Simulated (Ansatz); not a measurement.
# C on Pt(111): change of the work function, part 2 of 2

Wanted: Δφ(θ) for C/Pt(111), starting from the fcc site.

Ansatz 0.2.0; plane-wave DFT, PBEsol, Ansatz PAW (the session's first sound run).

So far, work function, upper face (eV): step 2 (the clean slab) 5.79; step 3 (17 atoms, coverage 0.25 ML, cell 2x2) 5.75; step 4 (18 atoms, coverage 0.5 ML, cell 2x2) 5.84.

In doubt: Bader basins on short bonds can need a finer grid (steps 5, 11), which would bear on Bader charges.

### Step 5. Adsorbate added, k-mesh 12×12×1, coverage 1 ML

System of this step: Pt4C (C/Pt(111)). The cell holds 5 atoms: 4 Pt and 1 C. Cell: a = 2.772 Å, b = 2.772 Å, c = 26.159 Å, α = 90.0°, β = 90.0°, γ = 60.0°. Vacuum lies along c.

input.yaml reads:

```yaml
crystal:
  lattice:
    - [2.7718585823, 0.0, 0.0]
    - [1.3859292911, 2.4004999479, 0.0]
    - [0.0, 0.0, 26.1588668258]
  atoms:
    - { symbol: Pt, position: [0.0, 0.0, 0.3440516005] }
    - { symbol: Pt, position: [0.3333333333, 0.3333333333, 0.4305696088] }
    - { symbol: Pt, position: [0.6666666667, 0.6666666667, 0.5160858297] }
    - { symbol: Pt, position: [0.0, 0.0, 0.6027945842] }
    - { symbol: C, position: [0.3333333333, 0.3333333333, 0.6559483995] }
kpoints:
  mp_grid: { grid: [12, 12, 1] }
hamiltonian:
  xc: pbesol
scf:
  occupations: { method: fermi_dirac, width: 0.1 }
  convergence: { dr2_threshold: 1.0e-08 }
efield:
  axis: 3
  dipole_correction: true
  ramp_position: 0.97
  ramp_width: 0.06
relax:
  f_tol: 0.02
  max_steps: 60
  constraints: [{ sites: [0, 1] }]
output:
  bader: true
  write_potential: true
  write_density: true
  volumetric_format: npy
```

Started as:

```console
$ ansatz run input.yaml --threads 4 --pin off --max-ram 12288MiB --backend cpu --events-out ev --progress --plain --runs-dir out
```

Wall time 45 s (4 threads of Intel Xeon Platinum 8259CL at 2.50GHz (Skylake/Cascade Lake), shared host); peak memory 0.58 GiB; 2.9 min of CPU time.

Relaxation path:

```csv
step,energy less that of the first step (eV),largest force component (eV/Å)
1,0.0000,2.3743
2,-0.1721,1.3115
3,-0.2929,1.4204
4,-0.3361,0.3924
5,-0.3405,0.0113
```

The run keeps the 6 symmetry operations that it works with, so distortions that break them were not tested.

The atoms that moved most (Å):

```csv
atom,dx,dy,dz,length
Pt4,0.000,0.000,0.179,0.179
C5,0.000,0.000,-0.104,0.104
Pt3,0.000,0.000,0.044,0.044
```

The relaxed structure:

```cif
data_structure
_symmetry_space_group_name_H-M 'P 1'
_symmetry_Int_Tables_number 1
_cell_length_a 2.7719
_cell_length_b 2.7719
_cell_length_c 26.1589
_cell_angle_alpha 90.000
_cell_angle_beta 90.000
_cell_angle_gamma 60.000
_cell_volume 174.06
loop_
_atom_site_label
_atom_site_type_symbol
_atom_site_fract_x
_atom_site_fract_y
_atom_site_fract_z
_atom_site_occupancy
Pt1 Pt 0.00000 0.00000 0.34405 1
Pt2 Pt 0.33333 0.33333 0.43057 1
Pt3 Pt 0.66667 0.66667 0.51776 1
Pt4 Pt 0.00000 0.00000 0.60965 1
C5 C 0.33333 0.33333 0.65198 1
```

Running mean over 2.263 Å of the planar mean; the ramp of the sawtooth is left out. Electron's electrostatic potential energy less the Fermi level against z:

z (Å), electron's electrostatic potential energy less the Fermi level (eV) and a bar from the least value:
```
      3.5        5.9 ##############################
      4.0        5.9 ##############################
      4.5        5.9 ##############################
      5.0        5.9 ##############################
      5.5        5.8 ##############################
      6.0        5.8 ##############################
      6.5        5.6 #############################
      7.0        4.8 ############################
      7.5        1.4 ########################
      8.0       -4.8 ###############
      8.5       -9.8 ########
      9.0      -11.5 ######
      9.5      -11.8 ######
     10.0      -11.9 ######
     10.5      -12.0 #####
     11.0      -12.1 #####
     11.5      -12.1 #####
     12.0      -12.0 #####
     12.5      -11.9 ######
     13.0      -12.0 #####
     13.5      -12.0 #####
     14.0      -11.7 ######
     14.5      -11.1 #######
     15.0      -11.4 ######
     15.5      -13.3 ####
     16.0      -16.0 
     16.5      -15.9 
     17.0      -10.6 #######
     17.5       -4.1 ################
     18.0        0.8 #######################
     18.5        4.4 ############################
     19.0        5.7 ##############################
     19.5        6.0 ##############################
     20.0        6.0 ##############################
     20.5        6.0 ##############################
     21.0        6.0 ##############################
     21.5        6.0 ##############################
     22.0        6.0 ##############################
     22.5        6.0 ##############################
     23.0        6.0 ##############################
```

The relaxation took 5 steps and lowered the energy by 0.34 eV; the largest force on the free atoms ends at 0.011 eV/Å.

The covered face has 6.03 eV, +0.25 eV against the clean one; the bare back face has moved by +0.08 eV, a measure of how thin the slab is.

### Step 6. Work function against coverage

This step: plane-wave DFT, PBEsol, Ansatz PAW; work function against coverage (Ansatz 0.2.0).

The runs are now put side by side.

Numbers from this step:

- work function of the clean face: 5.786 eV
- largest change of the work function: 0.2464 eV

The work function of the covered face by coverage:

```csv
coverage (adsorbates/nm²),work function of the covered face (eV)
0.00,5.79
3.76,5.75
7.51,5.84
15.03,6.03
```

The dipole per adsorbate comes from the change of the cell's dipole. Coverage, by row:

```csv
coverage (1/nm²),coverage (ML),work function (eV),change (eV),"dipole per adsorbate, positive end outwards (debye)",mean height of the added atoms over the highest substrate atom (Å)
3.757,0.25,5.754,-0.03276,0.03,0.9303
7.514,0.5,5.845,0.05854,-0.006,1.003
15.03,1,6.033,0.2464,-0.03,1.107
```

### Step 7. The slab at 0.25 ML, atoms frozen

This step: plane-wave DFT, PBEsol, Ansatz PAW (Ansatz 0.2.0).

System of this step: Pt16C (C/Pt(111)). The cell holds 17 atoms: 16 Pt and 1 C. Its edges and angles: a = 5.544 Å, b = 5.544 Å, c = 26.159 Å, α = 90.0°, β = 90.0°, γ = 60.0°. Vacuum lies along c.

To see where the charge goes, the covered slab, the bare substrate and the adsorbate layer are each run at the same frozen positions and on the same grid.

input.yaml reads:

```yaml
crystal:
  lattice:
    - [5.5437171645, 1.0e-10, 0.0]
    - [2.7718585822, 4.8009998959, 0.0]
    - [0.0, 0.0, 26.1588668258]
  atoms:
    - { symbol: Pt, position: [0.0, 0.0, 0.3440516005] }
    - { symbol: Pt, position: [0.1666666667, 0.1666666667, 0.4305696088] }
    - { symbol: Pt, position: [0.3325642557, 0.3325642557, 0.5162334248] }
    - { symbol: Pt, position: [-0.0062066693, -0.0062066693, 0.6079843693] }
    - { symbol: Pt, position: [0.0, 0.5, 0.3440516005] }
    - { symbol: Pt, position: [0.1666666667, 0.6666666667, 0.4305696088] }
    - { symbol: Pt, position: [0.3325642557, 0.8348714886, 0.5162334248] }
    - { symbol: Pt, position: [-0.0062066693, 0.5124133386, 0.6079843693] }
    - { symbol: Pt, position: [0.5, 0.0, 0.3440516005] }
    - { symbol: Pt, position: [0.6666666667, 0.1666666667, 0.4305696088] }
    - { symbol: Pt, position: [0.8348714886, 0.3325642557, 0.5162334248] }
    - { symbol: Pt, position: [0.5124133386, -0.0062066693, 0.6079843693] }
    - { symbol: Pt, position: [0.5, 0.5, 0.3440516005] }
    - { symbol: Pt, position: [0.6666666667, 0.6666666667, 0.4305696088] }
    - { symbol: Pt, position: [0.8333333333, 0.8333333333, 0.5193036125] }
    - { symbol: Pt, position: [0.5, 0.5, 0.6007232962] }
    - { symbol: C, position: [0.1666666667, 0.1666666667, 0.6435480367] }
kpoints:
  mp_grid: { grid: [6, 6, 1] }
hamiltonian:
  xc: pbesol
scf:
  occupations: { method: fermi_dirac, width: 0.1 }
  convergence: { dr2_threshold: 1.0e-08 }
efield:
  axis: 3
  dipole_correction: true
  ramp_position: 0.97
  ramp_width: 0.06
output:
  write_potential: true
  write_density: true
  volumetric_format: npy
```

The job ended after 36 s (4 threads; peak memory 2.8 GiB).

Numbers from this step:

```
energy at zero smearing        : -198381.0867 eV
work function, upper face      : 5.754 eV
work function, lower face      : 5.793 eV
dipole along the normal        : 0.005732 e·Å
step between the vacuum levels : -0.03897 eV
```

The work function of the upper face is 5.75 eV.

### Step 8. The substrate of the 0.25 ML cell alone

System of this step: C/Pt(111), substrate alone, atoms held. The cell holds 16 atoms: 16 Pt. Its edges and angles: a = 5.544 Å, b = 5.544 Å, c = 26.159 Å, α = 90.0°, β = 90.0°, γ = 60.0°. Vacuum lies along c.

The second part, atoms unmoved.

Changes to input.yaml since step 7:

```diff
@@ -22,3 +22,2 @@
     - { symbol: Pt, position: [0.5, 0.5, 0.6007232962] }
-    - { symbol: C, position: [0.1666666667, 0.1666666667, 0.6435480367] }
 kpoints:
```

It took 38 s on 4 threads; peak memory 2.7 GiB; 2.4 min of CPU time.

This step gave:

```
energy at zero smearing        : -198134.9342 eV
work function, upper face      : 5.816 eV
work function, lower face      : 5.792 eV
dipole along the normal        : -0.003575 e·Å
step between the vacuum levels : 0.02431 eV
```

The work function of the upper face is 5.82 eV.

### Step 9. The adsorbate layer of the 0.25 ML cell alone

System of this step: C/Pt(111), adsorbate layer alone, atoms held. The cell holds 1 atom: 1 C. Cell: a = 5.544 Å, b = 5.544 Å, c = 26.159 Å, α = 90.0°, β = 90.0°, γ = 60.0°. Vacuum lies along c.

The third part; a free layer of atoms may carry a moment, so spin is on.

input.yaml, the sections that differ from step 8:

```yaml
crystal:
  lattice:
    - [5.5437171645, 1.0e-10, 0.0]
    - [2.7718585822, 4.8009998959, 0.0]
    - [0.0, 0.0, 26.1588668258]
  atoms:
    - { symbol: C, position: [0.1666666667, 0.1666666667, 0.6435480367], spin: 1.0 }
magnetization:
  spin_polarized: true
# kpoints, hamiltonian, scf, efield, output: as in step 8
```

The job ended after 6.2 s (4 threads; peak memory 0.79 GiB; 20 s of CPU time).

This step gave:

* energy at zero smearing: -238.4058 eV
* total moment: 2.000 μB
* site moments: 1.978 μB
* work function, upper face: 5.996 eV
* dipole along the normal: 2.60e-6 e·Å

Site moment by atom:

```csv
atom,site moment (μB)
C1,1.98
```

The free layer carries a moment of 2.0 μB a cell.

### Step 10. Where the charge went at 0.25 ML

This step: plane-wave DFT, PBEsol, Ansatz PAW; density difference on adsorption (Ansatz 0.2.0).

The densities of the parts are taken from that of the whole and averaged over planes; the first moment of what is left gives the step in the potential.

This step gave:

```yaml
largest_charge_moved: -0.003793 e/Å²
potential_step_from_the_moved_charge: -0.06303 eV
```

Planar mean, whole system less its parts. Electron density difference against z:

```csv
z (Å),electron density difference (e/Å³)
5.0,6.7e-7
5.5,1.9e-6
6.0,5.2e-6
6.5,1.1e-5
7.0,1.2e-5
7.5,-4.7e-5
8.0,-1.8e-4
8.5,7.6e-4
9.0,-0.00165
9.5,5.5e-4
10.0,-3.9e-4
10.5,3.0e-4
11.0,4.4e-4
11.5,3.2e-4
12.0,3.9e-4
12.5,-3.6e-4
13.0,-2.6e-4
13.5,3.6e-4
14.0,0.00238
14.5,0.00412
15.0,-0.00553
15.5,-0.0105
16.0,0.00769
16.5,-7.8e-4
17.0,0.00699
17.5,-0.00124
18.0,-0.00103
18.5,-4.5e-4
19.0,-1.6e-4
19.5,-5.3e-5
20.0,-1.6e-5
20.5,-4.6e-6
21.0,-1.3e-6
21.5,-3.9e-7
```

Planar mean, whole system less its parts. Table of electrons moved below z by z:

z (Å), electrons moved below z (e/Å²) and a bar from the least value:
```
      5.0    0.00000 ################
      5.5    0.00000 ################
      6.0    0.00000 ################
      6.5    0.00001 ################
      7.0    0.00001 ################
      7.5    0.00000 ################
      8.0   -0.00006 ###############
      8.5    0.00008 ################
      9.0   -0.00013 ###############
      9.5   -0.00001 ################
     10.0   -0.00013 ###############
     10.5   -0.00015 ###############
     11.0    0.00031 #################
     11.5   -0.00021 ###############
     12.0    0.00028 #################
     12.5    0.00017 ################
     13.0    0.00005 ################
     13.5    0.00001 ################
     14.0    0.00050 ##################
     14.5    0.00283 ##############################
     15.0    0.00196 ##########################
     15.5   -0.00309 
     16.0   -0.00132 #########
     16.5   -0.00291 #
     17.0    0.00094 ####################
     17.5    0.00112 #####################
     18.0    0.00050 ##################
     18.5    0.00018 #################
     19.0    0.00006 ################
     19.5    0.00002 ################
     20.0    0.00001 ################
     20.5    0.00000 ################
     21.0    0.00000 ################
     21.5    0.00000 ################
```

### Step 11. Varying the input

This step: plane-wave DFT, PBEsol, Ansatz PAW, but for the change named below (Ansatz 0.2.0).

System of this step: Pt4C (C/Pt(111)). The cell holds 5 atoms: 4 Pt and 1 C. Cell: a = 2.772 Å, b = 2.772 Å, c = 26.159 Å, α = 90.0°, β = 90.0°, γ = 60.0°. Vacuum lies along c.

A run with a changed input: it repeats the earlier run at 1 ML with scf.mixing.preconditioner to local_kerker and hamiltonian.dispersion to d3bjatm.

input.yaml reads:

```yaml
crystal:
  lattice:
    - [2.7718585823, 0.0, 0.0]
    - [1.3859292911, 2.4004999479, 0.0]
    - [0.0, 0.0, 26.1588668258]
  atoms:
    - { symbol: Pt, position: [0.0, 0.0, 0.3440516005] }
    - { symbol: Pt, position: [0.3333333333, 0.3333333333, 0.4305696088] }
    - { symbol: Pt, position: [0.6666666667, 0.6666666667, 0.5160858297] }
    - { symbol: Pt, position: [0.0, 0.0, 0.6027945842] }
    - { symbol: C, position: [0.3333333333, 0.3333333333, 0.6559483995] }
kpoints:
  mp_grid: { grid: [12, 12, 1] }
hamiltonian:
  xc: pbesol
  dispersion: d3bjatm
scf:
  occupations: { method: fermi_dirac, width: 0.1 }
  convergence: { dr2_threshold: 1.0e-08 }
  mixing: { preconditioner: local_kerker }
efield:
  axis: 3
  dipole_correction: true
  ramp_position: 0.97
  ramp_width: 0.06
relax:
  f_tol: 0.02
  max_steps: 60
  constraints: [{ sites: [0, 1] }]
output:
  bader: true
  write_potential: true
  write_density: true
  volumetric_format: npy
```

It took 55 s on 4 threads; peak memory 0.58 GiB; 3.5 min of CPU time.

Relaxation path:

```csv
step,energy less that of the first step (eV),largest force component (eV/Å)
1,0.0000,2.2533
2,-0.1401,1.3613
3,-0.2956,0.9973
4,-0.3238,0.3647
5,-0.3274,0.0100
```

The run keeps the 6 symmetry operations that it works with, so distortions that break them were not tested.

The atoms that moved most (Å):

```csv
atom,dx,dy,dz,length
C5,0.000,0.000,-0.159,0.159
Pt4,0.000,0.000,0.127,0.127
Pt3,0.000,0.000,0.015,0.015
```

Final coordinates:

```cif
data_structure
_symmetry_space_group_name_H-M 'P 1'
_symmetry_Int_Tables_number 1
_cell_length_a 2.7719
_cell_length_b 2.7719
_cell_length_c 26.1589
_cell_angle_alpha 90.000
_cell_angle_beta 90.000
_cell_angle_gamma 60.000
_cell_volume 174.06
loop_
_atom_site_label
_atom_site_type_symbol
_atom_site_fract_x
_atom_site_fract_y
_atom_site_fract_z
_atom_site_occupancy
Pt1 Pt 0.00000 0.00000 0.34405 1
Pt2 Pt 0.33333 0.33333 0.43057 1
Pt3 Pt 0.66667 0.66667 0.51666 1
Pt4 Pt 0.00000 0.00000 0.60763 1
C5 C 0.33333 0.33333 0.64986 1
```

This step gave:

```yaml
energy_at_zero_smearing: -49779.8829 eV
work_function_upper_face: 6.012 eV
work_function_lower_face: 5.853 eV
dipole_along_the_normal: -0.005839 e·Å
step_between_the_vacuum_levels: 0.1588 eV
```

```csv
quantity,this run,earlier run,difference
"work function, upper face (eV)",6.012,6.033,-0.021
"work function, lower face (eV)",5.853,5.861,-0.0072
dipole along the normal (e·Å),-0.005839,-0.006331,4.9e-4
```

What moves beyond 0.01 in its unit (for the dipole 0.5 % and 5e-5 e·Å): dipole along the normal (+0.000492 e·Å) and work function, upper face (-0.0206 eV).

### Step 12. A changed input

This step: plane-wave DFT, PBEsol, Ansatz PAW (Ansatz 0.2.0).

System of this step: Pt(111). The cell holds 4 atoms: 4 Pt. Its edges and angles: a = 2.772 Å, b = 2.772 Å, c = 24.790 Å, α = 90.0°, β = 90.0°, γ = 60.0°. Vacuum lies along c.

Another changed input: it repeats the earlier run at 0 ML with scf.occupations.width from 0.1 removed, scf.occupations.method from fermi_dirac to tetrahedron_uncorrected and basis.xc_grid to 2.

input.yaml, the sections that differ from step 11:

```yaml
crystal:
  lattice:
    - [2.7718585823, 0.0, 0.0]
    - [1.3859292911, 2.4004999479, 0.0]
    - [0.0, 0.0, 24.7896391657]
  atoms:
    - { symbol: Pt, position: [0.0, 0.0, 0.3630549013] }
    - { symbol: Pt, position: [0.3333333333, 0.3333333333, 0.4543516338] }
    - { symbol: Pt, position: [0.6666666667, 0.6666666667, 0.5456483662] }
    - { symbol: Pt, position: [0.0, 0.0, 0.6369450987] }
hamiltonian:
  xc: pbesol
scf:
  occupations: { method: tetrahedron_uncorrected }
  convergence: { dr2_threshold: 1.0e-08 }
output:
  write_potential: true
  write_density: true
  volumetric_format: npy
basis:
  xc_grid: 2
# kpoints, efield, relax: as in step 11
```

Run time: 18 s. Hardware: 4 threads; peak memory 0.54 GiB.

Relaxation path:

```csv
step,energy less that of the first step (eV),largest force component (eV/Å)
1,0.0000,0.2322
2,0.0007,0.2987
3,-0.0044,0.0120
```

Relaxation step 2 was tried and not accepted.

Forces are held to the 6 operations that the run works with; a distortion that breaks them can't arise in this run.

The atoms that moved most (Å):

```csv
atom,dx,dy,dz,length
Pt4,0.000,0.000,-0.035,0.035
Pt3,0.000,0.000,-0.035,0.035
```

The relaxed structure:

```
Pt
1.0
     2.77186    0.00000    0.00000
     1.38593    2.40050    0.00000
     0.00000    0.00000   24.78964
Pt
4
Direct
  0.00000 0.00000 0.36305
  0.33333 0.33333 0.45435
  0.66667 0.66667 0.54424
  0.00000 0.00000 0.63553
```

Numbers from this step:

```yaml
work_function_upper_face: 5.809 eV
dipole_along_the_normal: 8.22e-6 e·Å
```

```csv
quantity,this run,earlier run,difference
"work function, upper face (eV)",5.809,5.786,0.022
dipole along the normal (e·Å),8.22e-6,-1.08e-4,1.2e-4
```

What moves beyond 0.01 in its unit (for the dipole 0.5 % and 5e-5 e·Å): dipole along the normal (+0.000116 e·Å) and work function, upper face (+0.0224 eV).

### Step 13. What came out

```json
{"work function of the clean face": "5.79 eV", "work function at 0.25 ML": "5.75 eV", "work function at 0.5 ML": "5.84 eV", "work function at 1 ML": "6.03 eV", "dipole per adsorbate at 0.25 ML, positive end outwards": "0.03 D", "step of the potential from the moved charge at 0.25 ML, upper less lower side, atoms held": "-0.0630 eV"}
```

In words: At the lowest coverage C changes the work function of Pt(111) by under 0.15 eV, within the error of so thin a slab; the largest change, +0.25 eV, comes at higher coverage. The slab has 4 layers, at the tabulated experimental lattice constant, one starting site was run, and quantum-size effects of a slab this thin can reach one or two tenths of an eV.

[Logs are printed without paths, hosts, clocks, repeated set-up lines and the standing remarks that a program may print on its own settings, such as how far it seeks lower states.]

[Hosts, paths, dates, database ids (printed as entryN), source tags and the programs' standing remarks are cut or masked in the printed files.]

[Maps of the electrostatic potential energy from Ansatz leave out the sawtooth potential of an applied field or a dipole correction, so their vacuum need not be flat; planar profiles and work functions include it.]
